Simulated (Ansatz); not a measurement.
**H_F in YF3 (Pnma): charge-transition levels and formation energies**

Charge states of H_F in YF3 (Pnma), set against the band edges. Model: a cell of 64 host atoms with 1 F taken out and 1 H put in.

Program: Ansatz 0.2.0. Level of theory: place-levels on PBEsol runs: charge-transition levels and formation energies with image-charge correction and potential alignment at the atomic sites. Results are calculated unless marked as measured.

**1. The structure**

The cell holds 64 atoms: 16 Y, 47 F and 1 H. Its edges and angles: a = 9.320 Å, b = 9.320 Å, c = 8.738 Å, α = 90.0°, β = 90.0°, γ = 85.6°. It derives from YF3 (space group Pnma). Nearest the centre at fractional (0.363, 0.387, 0.545): H51 at 0.00 Å, Y37 at 2.28 Å, Y1 at 2.29 Å, Y5 at 2.50 Å, F15 at 2.57 Å, F31 at 2.57 Å, F41 at 2.76 Å, F58 at 2.76 Å.

Structure file:

```xyz
64
Lattice="6.3310 6.8394 0.0000 -6.3310 6.8394 0.0000 0.0000 0.0000 8.7381" Properties=species:S:1:pos:R:3 pbc="T T T"
Y    -2.3368    5.1295    4.1010
Y     3.9943    5.1295    4.1010
Y    -0.8287    1.7098    1.9165
Y    -0.8287    8.5492    1.9165
Y     0.8287    5.1295    2.4525
Y     0.8287   11.9689    2.4525
Y    -3.9943    8.5492    0.2680
Y     2.3368    8.5492    0.2680
F     1.0450    2.9878    1.6515
F     1.0450    9.8272    1.6515
F     2.1205    3.8515    3.8360
F     2.1205   10.6909    3.8360
F    -2.1205    7.2712    0.5330
F     4.2105    7.2712    0.5330
F    -1.0450    6.4075    2.7175
F     5.2860    6.4075    2.7175
F    -3.0192    8.5492    2.5753
F     3.3118    8.5492    2.5753
F    -0.1463    5.1295    0.3908
F    -0.1463   11.9689    0.3908
F     0.1463    1.7098    3.9782
F     0.1463    8.5492    3.9782
F    -3.3118    5.1295    1.7937
F     3.0192    5.1295    1.7937
F    -5.2860    7.2712    1.6515
F     1.0450    7.2712    1.6515
F    -4.2105    6.4075    3.8360
F     2.1205    6.4075    3.8360
F    -2.1205    2.9878    0.5330
F    -2.1205    9.8272    0.5330
F    -1.0450    3.8515    2.7175
F    -1.0450   10.6909    2.7175
Y    -2.3368    5.1295    8.4700
Y     3.9943    5.1295    8.4700
Y    -0.8287    1.7098    6.2855
Y    -0.8287    8.5492    6.2855
Y     0.8287    5.1295    6.8216
Y     0.8287   11.9689    6.8216
Y    -3.9943    8.5492    4.6370
Y     2.3368    8.5492    4.6370
F     1.0450    2.9878    6.0206
F     1.0450    9.8272    6.0206
F     2.1205    3.8515    8.2051
F     2.1205   10.6909    8.2051
F    -2.1205    7.2712    4.9020
F     4.2105    7.2712    4.9020
F    -1.0450    6.4075    7.0865
F     5.2860    6.4075    7.0865
F    -3.0192    8.5492    6.9444
F     3.3118    8.5492    6.9444
H    -0.1463    5.1295    4.7598
F    -0.1463   11.9689    4.7598
F     0.1463    1.7098    8.3472
F     0.1463    8.5492    8.3472
F    -3.3118    5.1295    6.1627
F     3.0192    5.1295    6.1627
F    -5.2860    7.2712    6.0206
F     1.0450    7.2712    6.0206
F    -4.2105    6.4075    8.2051
F     2.1205    6.4075    8.2051
F    -2.1205    2.9878    4.9020
F    -2.1205    9.8272    4.9020
F    -1.0450    3.8515    7.0865
F    -1.0450   10.6909    7.0865
```

Screening for the image-charge correction: ε∞ = (2.82, 2.74, 2.68), ε0 = (10.04, 9.91, 15.72), from a response run on this crystal (DFPT, PBEsol) at that run's own cell.

The cell's shortest repeat is 8.7 Å.

**2. Charge states**

A transition level is the Fermi level at which two charge states cost the same, so each charge needs its own total energy, at its own relaxed structure.

Random displacements of about 0.05 Å break the site symmetry at the start, so that the relaxation can reach a distorted minimum if there is one. Forces are taken at one point at (¼, ¼, ¼). The cell holds 1 electron more than the neutral one, with a uniform background that keeps it neutral on the whole. The electron count is odd, so at least one spin is unpaired; this run locks the moment at 1 μB.

The sampling was tested on the host first: at the k-points planned (1x1x1 shifted 0.25 0.25 0.25) its energy lies 0.000 eV an atom from the dense-mesh value, under the bound of 0.02 eV set for this test; that bounds the host's error, not the defect's.

One of the inputs; charge, spin and start change from state to state.

Contents of qm1_M1.relax/input.yaml:

```yaml
crystal:
  lattice:
    - [6.33103595, 6.83936158, 0.0]
    - [-6.33103595, 6.83936158, 0.0]
    - [0.0, 0.0, 4.36903083]
  atoms:
    - { symbol: "Y", position: [0.19045052, 0.55954948, 0.93865484] }
    - { symbol: "Y", position: [0.69045052, 0.05954948, 0.93865484] }
    - { symbol: "Y", position: [0.05954948, 0.19045052, 0.43865484] }
    - { symbol: "Y", position: [0.55954948, 0.69045052, 0.43865484] }
    - { symbol: "Y", position: [0.44045052, 0.30954948, 0.56134516] }
    - { symbol: "Y", position: [0.94045052, 0.80954948, 0.56134516] }
    - { symbol: "Y", position: [0.30954948, 0.94045052, 0.06134516] }
    - { symbol: "Y", position: [0.80954948, 0.44045052, 0.06134516] }
    - { symbol: F, position: [0.30095837, 0.13589913, 0.3780092] }
    - { symbol: F, position: [0.80095837, 0.63589913, 0.3780092] }
    - { symbol: F, position: [0.44904163, 0.11410087, 0.8780092] }
    - { symbol: F, position: [0.94904163, 0.61410087, 0.8780092] }
    - { symbol: F, position: [0.36410087, 0.69904163, 0.1219908] }
    - { symbol: F, position: [0.86410087, 0.19904163, 0.1219908] }
    - { symbol: F, position: [0.38589913, 0.55095837, 0.6219908] }
    - { symbol: F, position: [0.88589913, 0.05095837, 0.6219908] }
    - { symbol: F, position: [0.38655222, 0.86344778, 0.58945129] }
    - { symbol: F, position: [0.88655222, 0.36344778, 0.58945129] }
    - { symbol: F, position: [0.36344778, 0.38655222, 0.08945129] }
    - { symbol: F, position: [0.86344778, 0.88655222, 0.08945129] }
    - { symbol: F, position: [0.13655222, 0.11344778, 0.91054871] }
    - { symbol: F, position: [0.63655222, 0.61344778, 0.91054871] }
    - { symbol: F, position: [0.11344778, 0.63655222, 0.41054871] }
    - { symbol: F, position: [0.61344778, 0.13655222, 0.41054871] }
    - { symbol: F, position: [0.11410087, 0.94904163, 0.3780092] }
    - { symbol: F, position: [0.61410087, 0.44904163, 0.3780092] }
    - { symbol: F, position: [0.13589913, 0.80095837, 0.8780092] }
    - { symbol: F, position: [0.63589913, 0.30095837, 0.8780092] }
    - { symbol: F, position: [0.05095837, 0.38589913, 0.1219908] }
    - { symbol: F, position: [0.55095837, 0.88589913, 0.1219908] }
    - { symbol: F, position: [0.19904163, 0.36410087, 0.6219908] }
    - { symbol: F, position: [0.69904163, 0.86410087, 0.6219908] }
  supercell: [1, 1, 2]
  defects: [{ substitution: { at: 50, symbol: H } }]
total_charge: -1
basis:
  ecutwfc: 420
  xc_grid: 2
hamiltonian:
  xc: pbesol
kpoints:
  mp_grid: { grid: [1, 1, 1], shift: [0.25, 0.25, 0.25] }
magnetization:
  spin_polarized: true
  initial_magnetization: 1
  spin_locking: { lock_magnetization: hard }
scf:
  occupations: { method: fixed }
  max_iter: 100
output:
  forces: true
  charged_corrections: { epsilon: [2.82, 2.74, 2.68], static_epsilon: [10.04, 9.91, 15.72] }
relax:
  f_tol: 0.02
  max_steps: 80
  random_displacement: { amplitude: 0.05, seed: 4976 }
checkpoint:
  write: "../qm1_M1.relax.run"
  compress: false
  write_wavefunctions: true
  write_every: 100000
```

The run is started by

```console
ansatz run input.yaml --threads 4 --pin off --max-ram 7536MiB --backend cpu --events-out ev --progress --plain --runs-dir out
```

Defect states can disperse in a cell of this size, so the energy is taken again at a 2×2×2 shifted mesh, on the relaxed structure.

The run of this state that the levels use, under PBEsol:

Contents of qm1_M1.point/input.yaml:

```yaml
crystal:
  checkpoint: "../qm1_M1.relax.run"
  host: checkpoint
total_charge: -1
basis:
  ecutwfc: 420
  xc_grid: 2
hamiltonian:
  xc: pbesol
kpoints:
  mp_grid: { grid: [2, 2, 2], shift: [0.5, 0.5, 0.5] }
magnetization:
  spin_polarized: true
  initial_magnetization: 1
  spin_locking: { lock_magnetization: hard }
scf:
  occupations: { method: fermi_dirac, width: 0.01 }
  max_iter: 100
output:
  forces: true
  eigenvalues: true
  charged_corrections:
    epsilon: [2.82, 2.74, 2.68]
    static_epsilon: [10.04, 9.91, 15.72]
    defect_position: [0.363448, 0.386552, 0.544726]
  eigenstates: { localisation: true }
  populations: true
  efg: {}
  band_densities: [{ bands: [v1, v1] }, { bands: [c1, c1] }]
  write_density: true
  write_potential: true
  volumetric_format: npy
checkpoint:
  read: "../qm1_M1.relax.run"
  write: "../qm1_M1.point.run"
  compress: false
  write_wavefunctions: false
  write_every: 100000
```

Relaxations under PBEsol at one point at (¼, ¼, ¼); times on 4 threads of Arm Neoverse V1, shared host:

```
charge  moment (μB)  occupations    outcome  steps  largest displacement against the far atoms (Å)     time
    −1            1        fixed  converged     11                                            0.26  4.7 min
     0            0        fixed  converged      5                                            0.02     57 s
    +1            1        fixed  converged     12                                            0.68  5.3 min
```

Single points under PBEsol at a 2×2×2 shifted mesh; times on 4 threads of Arm Neoverse V1, shared host:

```
charge  moment (μB)  occupations    outcome     time
    −1            1  fermi-dirac  converged  2.8 min
     0            0  fermi-dirac  converged     64 s
    +1            1  fermi-dirac  converged  2.3 min
```

Distances (Å) from H51 to the nearest atoms after relaxation with PBEsol:

```
charge  moment (μB)      1.      2.      3.      4.      5.      6.
    −1            1  Y 2.19  Y 2.20  Y 2.26  F 2.50  F 2.50  F 2.62
     0            0  Y 2.27  Y 2.29  Y 2.50  F 2.54  F 2.54  F 2.75
    +1            1  F 2.13  F 2.16  F 2.34  Y 2.52  F 2.58  F 2.60
```

**3. Placing the levels, PBEsol**

A charged cell interacts with its images and the background, and its potential has another zero than the host's. place-levels removes the first by a point-charge model, screened by the static dielectric constant since the ions have relaxed around the charge, and the second by comparing potentials at atoms far from the defect.

The host is a run of the defect-free crystal in the same cutoffs, grids and k-points, so that basis and sampling errors cancel in part in the differences. Its band edges come from a run of the primitive cell that searches the zone for them. The host is run in a cell of 32 atoms on a matching mesh. Chemical potentials are energies per atom of F (F2 molecule) and H (H2 molecule), run with the same functional and cutoff.

Contents of levels.point.yaml:

```yaml
host:
  run: host.point.run
  levels_from: { run: edges.point.run }
states: [qm1_M1.point.run, q0.point.run, qp1_M1.point.run]
geometry_from:
  qm1_M1.point.run: qm1_M1.relax.run
  q0.point.run: q0.relax.run
  qp1_M1.point.run: qp1_M1.relax.run
  host.point.run: host.relax.run
chemical_potentials:
  F:
    energy: -797.642924
    dataset: <sha256 of the dataset>
  H:
    energy: -15.609288
    dataset: "<sha256 of the dataset>"
epsilon: [2.82, 2.74, 2.68]
static_epsilon: [10.04, 9.91, 15.72]
vertical:
  - { from: qm1_M1.point.run, to: qm1_M1.point_neutral.run }
  - { from: qp1_M1.point.run, to: qp1_M1.point_neutral.run }
```

The run is started by

```console
ansatz place-levels levels.point.yaml -- --threads 4 --pin off --max-ram 7536MiB
```

Numbers of over 12 decimals in the logs are rounded to 6 here.

The log of the run:

```text
[... repeated set-up lines and file paths are left out, and long positions are rounded to six places ...]
(+1/0) 2.035 eV above the valence edge, 5.850 eV under the conduction edge
(0/-1) 7.448 eV above the valence edge, 0.437 eV under the conduction edge
formation energy of charge +1: +2.971 eV with the Fermi level at the valence edge
formation energy of charge 0: +5.006 eV with the Fermi level at the valence edge
formation energy of charge -1: +12.454 eV with the Fermi level at the valence edge
vertical -1 to 0: no energy, since no alignment is typed
  the change from vertical[0].from (qm1_M1.point.run) to vertical[0].to (qm1_M1.point_neutral.run): by its potential at epsilon [2.82, 2.74, 2.68] it stands at 0.325 0.425 0.594, with an rms radius of about 2.2 Å (1.1 1.1 1.5 Å across the planes of the cell's [...]
vertical +1 to 0: no energy, since no alignment is typed
  the change from vertical[1].from (qp1_M1.point.run) to vertical[1].to (qp1_M1.point_neutral.run): by its potential at epsilon [2.82, 2.74, 2.68] it stands at 0.337 0.350 0.544, with an rms radius of about 1.0 Å (0.4 0.5 0.8 Å across the planes of the cell's [...]
  edges by pbesol of host.levels_from (edges.point.run), its mesh sampled to repeats of 26.21 Å (the valence edge +0.003 eV and the conduction edge -0.054 eV from those of the host's own run), gap 7.885 eV; the host is sampled to repeats of 25.32 Å
  the defect's cells are sampled to repeats of 25.32 Å, like sampling
  charge +1: -98494.7561 eV with its correction of +0.057 eV, at epsilon [10.04, 9.91, 15.72], aligned at sites: -0.1305 eV, mean over 34 atomic sites at or beyond 4.37 Å from the defect at [0.3634, 0.3866, 0.5447], with -0.033515 for the charge's moments and [...]
  charge 0: +0.000 eV for its dipole among its images, +0.000 omitted
  charge -1: -98474.1662 eV with its correction of +0.216 eV, at epsilon [10.04, 9.91, 15.72], aligned at sites: -0.0284 eV, mean over 34 atomic sites at or beyond 4.37 Å from the defect at [0.3634, 0.3866, 0.5447], with +0.018509 for the charge's moments and [...]
  of states[2] (qp1_M1.point.run): its displacements don't fall off away from the defect: farther atoms stand 0.039 Å off the host's places. [...]
  of states[0] (qm1_M1.point.run): it parts from the run at its places by a charge that spreads by about 1.5 Å along one vector (1.5 Å or more is wide), by its potential at epsilon [2.82, 2.74, 2.68], taken for that of held ions (one typed too small widens [...]
  of vertical[0].from (qm1_M1.point.run): its displacements don't fall off away from the defect: farther atoms stand 0.03 Å off the host's places. [...]
  of vertical[0].to (qm1_M1.point_neutral.run): its displacements don't fall off away from the defect: farther atoms stand 0.03 Å off the host's places. [...]
  of vertical[1].from (qp1_M1.point.run): its displacements don't fall off away from the defect: farther atoms stand 0.039 Å off the host's places. [...]
  of vertical[1].to (qp1_M1.point_neutral.run): its displacements don't fall off away from the defect: farther atoms stand 0.039 Å off the host's places. [...]
```

Elapsed: 0.39 s, on 4 threads of Arm Neoverse V1, shared host.

Levels between the charges placed, in eV above the valence top:

```
        gap (eV)  (+1/0)  (0/−1)
PBEsol      7.89    2.04    7.45
```

Corrections by state:

```
charge  moment (μB)  image terms and alignment (eV)  band filling (eV)                                 ε used  over the lowest of its charge, as the program ranks them, band filling apart (eV)
    +1          1.0                           0.057                  -  principal values (9.91, 10.04, 15.72)                                                                              0.000
     0          0.0                           0.000                  -                                      -                                                                              0.000
    −1          1.0                           0.216                  -  principal values (9.91, 10.04, 15.72)                                                                              0.000
```

The charged structures listed were also run neutral, and place-levels reads from each pair, by the potential or the spins, how wide the charge is by which they differ; that can be the carrier of either run.

```
charge  rms radius (Å)  spread where it is widest against the cell (Å)  wide from (Å)  reading
    +1             1.0                                            0.83           1.51   narrow
    −1             2.2                                            1.53           1.51     wide
```

The neutral runs of these pairs need not share the spin of the lowest neutral state, and very wide values only mean spread over the cell.

From the program's caveats on the states, each cut to its opening words:

- charge +1 (1 μB): its displacements don't fall off away from the defect: farther atoms stand 0.039 Å off the host's places
- charge +1 (1 μB), −1 (1 μB): flagged: stability check not made
- charge −1 (1 μB): it parts from the run at its places by a charge that spreads by about 1.5 Å along one vector (1.5 Å or more is wide), by its potential at epsilon [2.82, 2.74, [...]
- charge −1 (1 μB): the far atoms show a dipole or second moment of the defect's charge, for which the correction takes or leaves out 0.138 eV: further moments aren't read, and [...]
- charge −1 (1 μB): its displacements don't fall off away from the defect: farther atoms stand 0.03 Å off the host's places

The host's formation energy from the elements is -4.160 eV per atom; it sets how far the chemical potentials can move.

Limit set by the element alone; other compounds of these elements are not counted. Chemical potentials from the elements' reference states: F 0.00 eV, Y -16.64 eV, H 0.00 eV. Formation energy by charge state (F-rich; gap 7.89 eV):

```
charge  at valence top (eV)  at conduction bottom (eV)  correction included (eV)
    +1                 2.97                      10.86                      0.06
     0                 5.01                       5.01                      0.00
    −1                12.45                       4.57                      0.22
```

| Fermi level (eV) | lowest formation energy (eV) |
| --- | --- |
| 0.00 | 2.97 |
| 0.72 | 3.69 |
| 1.43 | 4.40 |
| 2.15 | 5.01 |
| 2.86 | 5.01 |
| 3.58 | 5.01 |
| 4.30 | 5.01 |
| 5.02 | 5.01 |
| 5.74 | 5.01 |
| 6.45 | 5.01 |
| 7.17 | 5.01 |
| 7.89 | 4.57 |

Limit set by the element alone; other compounds of these elements are not counted. Chemical potentials from the elements' reference states: Y 0.00 eV, F -5.55 eV, H 0.00 eV. Formation energies (Y-rich), with the Fermi level at the valence top and at the conduction bottom (gap 7.89 eV):

```
charge  at valence top (eV)  at conduction bottom (eV)  correction included (eV)
    +1                -2.58                       5.31                      0.06
     0                -0.54                      -0.54                      0.00
    −1                 6.91                      -0.98                      0.22
```

```csv
Fermi level (eV),lowest formation energy (eV)
0.00,-2.58
0.72,-1.86
1.43,-1.14
2.15,-0.54
2.86,-0.54
3.58,-0.54
4.30,-0.54
5.02,-0.54
5.74,-0.54
6.45,-0.54
7.17,-0.54
7.89,-0.98
```

**4. Effect of the sampling**

The relaxations' own energies give the levels at their sampling, for comparison.

Contents of levels.relax_mesh.yaml:

```yaml
host:
  run: host.relax.run
  levels_from: { run: edges.relax.run }
states: [qm1_M1.relax.run, q0.relax.run, qp1_M1.relax.run]
chemical_potentials:
  F:
    energy: -797.642924
    dataset: <sha256 of the dataset>
  H:
    energy: -15.609288
    dataset: "<sha256 of the dataset>"
```

The run is started by

```console
ansatz place-levels levels.relax_mesh.yaml -- --threads 4 --pin off --max-ram 7536MiB
```

The log of the run:

```text
(+1/0) 2.035 eV above the valence edge, 5.850 eV under the conduction edge
(0/-1) 7.450 eV above the valence edge, 0.436 eV under the conduction edge
formation energy of charge +1: +2.971 eV with the Fermi level at the valence edge
formation energy of charge 0: +5.006 eV with the Fermi level at the valence edge
formation energy of charge -1: +12.456 eV with the Fermi level at the valence edge
  edges by pbesol of host.levels_from (edges.relax.run), its mesh sampled to repeats of 26.21 Å (the valence edge +0.054 eV and the conduction edge -0.116 eV from those of the host's own run), gap 7.885 eV; the host is sampled to repeats of 12.66 Å
[... the lines on each state left out ...]
```

Run time: 0.14 s. Hardware: 4 threads.

Levels between neighbouring charges, in eV above the valence top:

```
                        gap (eV)  (+1/0)  (0/−1)
one point at (¼, ¼, ¼)      7.89    2.03    7.45
  a 2×2×2 shifted mesh      7.89    2.04    7.45
```

Going from one point at (¼, ¼, ¼) to a 2×2×2 shifted mesh moves the levels that carry no band-filling term by up to 0.00 eV and formation energies against the elements by up to 0.00 eV.

**5. What came out**

| Property | Result |
| --- | --- |
| gap of the host | 7.89 eV (PBEsol) |
| level (plus 1/0) | 2.04 eV above the valence top |
| level (0/minus 1) | 7.45 eV above the valence top |
| lowest of the charges placed, just above the valence top (0.02 eV) | +1 |
| lowest of the charges placed, just below the conduction bottom (0.02 eV) | −1 |
| lowest formation energy at mid-gap of the charges run, F-rich | 5.01 eV |
| lowest formation energy at mid-gap of the charges run, Y-rich | -0.54 eV |

What this shows: Of the charges placed (−1, 0 and +1), the lowest changes at 2.04 eV (+1/0) and 7.45 eV (0/−1) above the valence top, in a gap of 7.89 eV. Charges above +1 and below −1 were not placed, so these runs say nothing of levels that involve them. States placed: +1 at 1 μB; 0 at 0 μB; −1 at 1 μB. Other spin states or structures, where not listed, weren't placed. H is taken at its element; compounds, which aren't counted here, bound the chemical potentials and would shift these formation energies. The lowest formation energy (Y-rich) is negative across the gap, so the defect would form by itself: these chemical potentials lie beyond what competing compounds allow, or the host is unstable against it. Going from one point at (¼, ¼, ¼) to a 2×2×2 shifted mesh moves the levels that carry no band-filling term by up to 0.00 eV and formation energies against the elements by up to 0.00 eV. What this leaves open: the images are only 8.7 Å apart; PBEsol makes the gap too small and tends to spread out bound carriers; where a gas molecule sets a chemical potential or the host's formation energy, its binding is uncorrected.

[Logs are printed without paths, hosts, clocks, repeated set-up lines and the standing remarks that a program may print on its own settings, such as how far it seeks lower states.]

[Hosts, paths, dates, database ids (printed as entryN), source tags and the programs' standing remarks are cut or masked in the printed files.]

[Where a table of states has a column of steps, it counts the stored structures, which are thinned; the runs took as many ionic steps or more.]

[A defect's name tells the site on which it was built; relaxed atoms can leave that site.]

[For some hosts the program warned that the k-mesh of the response run may be too coarse for force constants and the static dielectric constant; such warnings are not shown here.]
